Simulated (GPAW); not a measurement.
## How the form of the self-energy moves the gap of MgS (F-43m)

How much does the gap of MgS (F-43m) depend on the approximation to the self-energy?

Program: GPAW 26.7.0. Level of theory: LDA and many-body steps on it, plane waves. Results are calculated unless marked as measured.

Most raw output is cut from this account.

## Step 1: Set-up

It takes space group F-43m (No. 216, cubic). The conventional cell has a = 5.666 Å, b = 5.666 Å, c = 5.666 Å, α = 90.00°, β = 90.00°, γ = 90.00°. Nearest to Mg lie 4 S at 2.45 Å. Nearest to S lie 4 Mg at 2.45 Å. Farther neighbours and most contacts between anions are not listed.

Coordinates:

```cif
data_structure
_symmetry_space_group_name_H-M 'P 1'
_symmetry_Int_Tables_number 1
_cell_length_a 4.0066
_cell_length_b 4.0066
_cell_length_c 4.0066
_cell_angle_alpha 60.000
_cell_angle_beta 60.000
_cell_angle_gamma 60.000
_cell_volume 45.48
loop_
_atom_site_label
_atom_site_type_symbol
_atom_site_fract_x
_atom_site_fract_y
_atom_site_fract_z
_atom_site_occupancy
Mg1 Mg 0.00000 0.00000 0.00000 1
S2 S 0.75000 0.75000 0.75000 1
```

The cell and positions are those that the Materials Project relaxed with its own functionals (PBE, PBE+U or r2SCAN), kept fixed. This is not the form that MgS usually takes at ambient conditions.

## Step 2: Empty states on the mesh, 4×4×4 mesh, 418 bands

This step: GPAW 26.7.0; DFT, LDA, plane waves, PAW.

The sums over transitions need many empty states on a uniform mesh; this step solves for them.

Input file run.py:

```python
import json
import numpy as np
from gpaw.mpi import world
from gpaw import GPAW

calc = GPAW('gs.gpw').fixed_density(kpts={'size': (4, 4, 4), 'gamma': True},
    parallel={'domain': 1, 'band': 1},
    txt='nscf.txt')
calc.diagonalize_full_hamiltonian(nbands=418)
calc.write('full.gpw', mode='all')
res = {}
kpts = calc.get_ibz_k_points()
res['kpts'] = kpts
res['eigenvalues'] = [calc.get_eigenvalues(kpt=k) for k in range(len(kpts))]
res['n_electrons'] = calc.get_number_of_electrons()

if world.rank == 0:
    with open('result.json', 'w') as f:
        json.dump(res, f, default=lambda x: x.tolist())
```

On the command line:

```bash
> mpirun -n 4 gpaw python run.py
```

The job ended after 4.8 s (4 MPI ranks of Arm Neoverse V2, shared host; peak memory 0.94 GiB).

Numbers from this step:

- gap: 3.176 eV
- k of the valence top: 0, 0, 0
- k of the conduction bottom: 0, 0, 0
- least direct gap: 3.176 eV
- k points computed: 8
- lowest point of the top converged band, above the valence top: 242.7077 eV

On this mesh the gap is 3.176 eV.

## Step 3: G0W0, Godby-Needs plasmon pole

G0W0 replaces the xc potential by the self-energy, built once from these orbitals. Only a window of levels is corrected, while the sums run over the empty bands that the input names.

This step: G0W0 on LDA, plane waves, PAW.

Input file run.py:

```python
import json
import numpy as np
from gpaw.mpi import world
from gpaw.response.g0w0 import G0W0

gw = G0W0('full.gpw',
    filename='gw',
    kpts=[0],
    bands=(6, 10),
    ecut=150,
    nbands=189,
    integrate_gamma='WS',
    ppa=True)
gw.calculate()
res = {mode: {k: v for k, v in r.items() if k != 'sigma_eskwn'}
       for mode, r in gw.all_results.items()}

if world.rank == 0:
    with open('result.json', 'w') as f:
        json.dump(res, f, default=lambda x: x.tolist())
```

On the command line:

```bash
> mpirun -n 4 gpaw python run.py
```

Wall time 23 s (4 MPI ranks); peak memory 1.1 GiB.

Numbers from this step:

```
G0W0 gap on the points computed              : 4.923 eV
least direct G0W0 gap on the computed points : 4.923 eV
Z at the valence top                         : 0.7822
Z at the conduction bottom                   : 0.8198
starting gap on the mesh                     : 3.176 eV
k of the valence top                         : 0, 0, 0
k of the conduction bottom                   : 0, 0, 0
```

The gap on the mesh goes from 3.18 eV to 4.92 eV, a correction of +1.75 eV.

## Step 4: One-shot HSE06

This step: one-shot HSE06 levels on LDA orbitals, plane waves, PAW.

Input file run.py:

```python
import json
import numpy as np
from gpaw.mpi import world
from gpaw.hybrids.eigenvalues import non_self_consistent_eigenvalues

dft, vxc, vxc_hyb = non_self_consistent_eigenvalues('full.gpw', 'HSE06', 6, 10, kpt_indices=[0])
res = {'dft': dft[0], 'hybrid': (dft - vxc + vxc_hyb)[0]}
if world.rank == 0:
    with open('hybrid.txt', 'w') as f:
        for k, e0, e1 in zip([0], res['dft'], res['hybrid']):
            print(k, ' '.join(f'{x:9.4f}' for x in e0), '|', ' '.join(f'{x:9.4f}' for x in e1), file=f)

if world.rank == 0:
    with open('result.json', 'w') as f:
        json.dump(res, f, default=lambda x: x.tolist())
```

On the command line:

```bash
> mpirun -n 4 gpaw python run.py
```

The job ended after 2.3 s (4 MPI ranks; peak memory 0.68 GiB).

This step gave:

* starting gap on the mesh: 3.176 eV
* hybrid gap on the mesh: 4.480 eV
* least direct hybrid gap on the computed points: 4.480 eV

## Step 5: G0W0, extrapolated in the cutoff

This step: G0W0 on LDA, plane waves, PAW.

Input file run.py:

```python
import json
import numpy as np
from gpaw.mpi import world
from gpaw.response.g0w0 import G0W0

gw = G0W0('full.gpw',
    filename='gw',
    kpts=[0],
    bands=(6, 10),
    ecut=250.0,
    integrate_gamma='WS',
    ppa=True,
    ecut_extrapolation=True)
gw.calculate()
res = {mode: {k: v for k, v in r.items() if k != 'sigma_eskwn'}
       for mode, r in gw.all_results.items()}

if world.rank == 0:
    with open('result.json', 'w') as f:
        json.dump(res, f, default=lambda x: x.tolist())
```

On the command line:

```bash
> mpirun -n 4 gpaw python run.py
```

Wall time 4.6 min (4 MPI ranks); peak memory 1.4 GiB; 18 min of CPU time.

This step gave:

```yaml
quasiparticle_gap_on_the_points_computed: 5.013 eV
least_direct_quasiparticle_gap_on_the_computed_points: 5.013 eV
z_at_the_valence_top: 0.7808
z_at_the_conduction_bottom: 0.8191
starting_gap_on_the_mesh: 3.176 eV
k_of_the_valence_top: 0, 0, 0
k_of_the_conduction_bottom: 0, 0, 0
gaps_at_the_cutoffs_of_the_extrapolation: 4.960, 4.965, 4.971 eV
```

Against G0W0 in GPAW (4×4×4 mesh, 189 bands, screening to 150 eV, Godby-Needs plasmon pole), the gap moves by +0.090 eV.

## Step 6: One-shot PBE0

This step: one-shot PBE0 levels on LDA orbitals, plane waves, PAW.

Input file run.py:

```python
import json
import numpy as np
from gpaw.mpi import world
from gpaw.hybrids.eigenvalues import non_self_consistent_eigenvalues

dft, vxc, vxc_hyb = non_self_consistent_eigenvalues('full.gpw', 'PBE0', 6, 10, kpt_indices=[0])
res = {'dft': dft[0], 'hybrid': (dft - vxc + vxc_hyb)[0]}
if world.rank == 0:
    with open('hybrid.txt', 'w') as f:
        for k, e0, e1 in zip([0], res['dft'], res['hybrid']):
            print(k, ' '.join(f'{x:9.4f}' for x in e0), '|', ' '.join(f'{x:9.4f}' for x in e1), file=f)

if world.rank == 0:
    with open('result.json', 'w') as f:
        json.dump(res, f, default=lambda x: x.tolist())
```

On the command line:

```bash
> mpirun -n 4 gpaw python run.py
```

Elapsed: 2.3 s, on 4 MPI ranks; peak memory 0.72 GiB.

Numbers from this step:

- starting gap on the mesh: 3.176 eV
- hybrid gap on the mesh: 5.192 eV
- least direct hybrid gap on the computed points: 5.192 eV

## Step 7: G0W0, full frequency, Hilbert transform

This step: G0W0 on LDA, plane waves, PAW.

Input file run.py:

```python
import json
import numpy as np
from gpaw.mpi import world
from gpaw.response.g0w0 import G0W0

gw = G0W0('full.gpw',
    filename='gw',
    kpts=[0],
    bands=(6, 10),
    ecut=150,
    nbands=189,
    integrate_gamma='WS',
    frequencies={'type': 'nonlinear', 'domega0': 0.1, 'omega2': 15.0},
    eta=0.1,
    nblocksmax=True)
gw.calculate()
res = {mode: {k: v for k, v in r.items() if k != 'sigma_eskwn'}
       for mode, r in gw.all_results.items()}

if world.rank == 0:
    with open('result.json', 'w') as f:
        json.dump(res, f, default=lambda x: x.tolist())
```

On the command line:

```bash
> mpirun -n 4 gpaw python run.py
```

Wall time 73 s (4 MPI ranks); peak memory 1.7 GiB.

Numbers from this step:

```yaml
g0w0_gap_on_the_points_computed: 4.943 eV
least_direct_g0w0_gap_on_the_computed_points: 4.943 eV
starting_gap_on_the_mesh: 3.176 eV
k_of_the_valence_top: 0, 0, 0
k_of_the_conduction_bottom: 0, 0, 0
```

Against G0W0 in GPAW (4×4×4 mesh, 189 bands, screening to 150 eV, Godby-Needs plasmon pole), the gap moves by +0.020 eV.

## Step 8: The runs together

Times are wall times on 4 MPI ranks of Arm Neoverse V2, shared host, good to a factor of about two.

```csv
run,mesh,bands,screening cutoff (eV),DFT gap (eV),gap on the mesh (eV),direct (eV),time
"G0W0, Godby-Needs plasmon pole",4×4×4,189,150,3.176,4.923,4.923,23 s
one-shot HSE06,4×4×4,-,-,3.176,4.480,4.480,2.3 s
"G0W0, extrapolated in the cutoff",4×4×4,-,250,3.176,5.013,5.013,4.6 min
one-shot PBE0,4×4×4,-,-,3.176,5.192,5.192,2.3 s
"G0W0, full frequency, Hilbert transform",4×4×4,189,150,3.176,4.943,4.943,73 s
```

## Step 9: Summary of results

| Item | Value |
| --- | --- |
| G0W0, Godby-Needs plasmon pole | 4.923 eV |
| one-shot HSE06 | 4.480 eV |
| G0W0, extrapolated in the cutoff | 5.013 eV |
| one-shot PBE0 | 5.192 eV |
| G0W0, full frequency, Hilbert transform | 4.943 eV |
| known limits | not at the basis limit; coarse k mesh |

In words: One-shot HSE06: −0.443 eV against G0W0, Godby-Needs plasmon pole. G0W0, extrapolated in the cutoff: +0.090 eV against G0W0, Godby-Needs plasmon pole, at other bands or cutoff, so not like for like. One-shot PBE0: +0.269 eV against G0W0, Godby-Needs plasmon pole. G0W0, full frequency, Hilbert transform: +0.020 eV against G0W0, Godby-Needs plasmon pole. One-shot hybrid levels are evaluated on the LDA orbitals. Bands and cutoff are finite, so the gap is not at the basis limit. The miss can reach some tenths of an eV and take either sign; the mesh is an error of its own. These stock PAW sets were not made for GW. In the G0W0 runs levels were corrected at 1 k point alone, so a gap called «on the mesh» is the least over those, and an edge elsewhere would be missed. The 4×4×4 mesh is coarse for this cell, which bears on the long-range parts of exchange and screening.

[Paths, hosts, dates, memory and timing lines, banners, echoed tables and standing remarks are left out of the program output.]

[Logs are printed without paths, hosts, clocks, repeated set-up lines and the standing remarks that a program may print on its own settings, such as how far it seeks lower states.]

[Runs of the session that timed out or met a known fault of the program may be left out.]

[Hosts, paths, dates, database ids (printed as entryN), source tags and the programs' standing remarks are cut or masked in the printed files.]
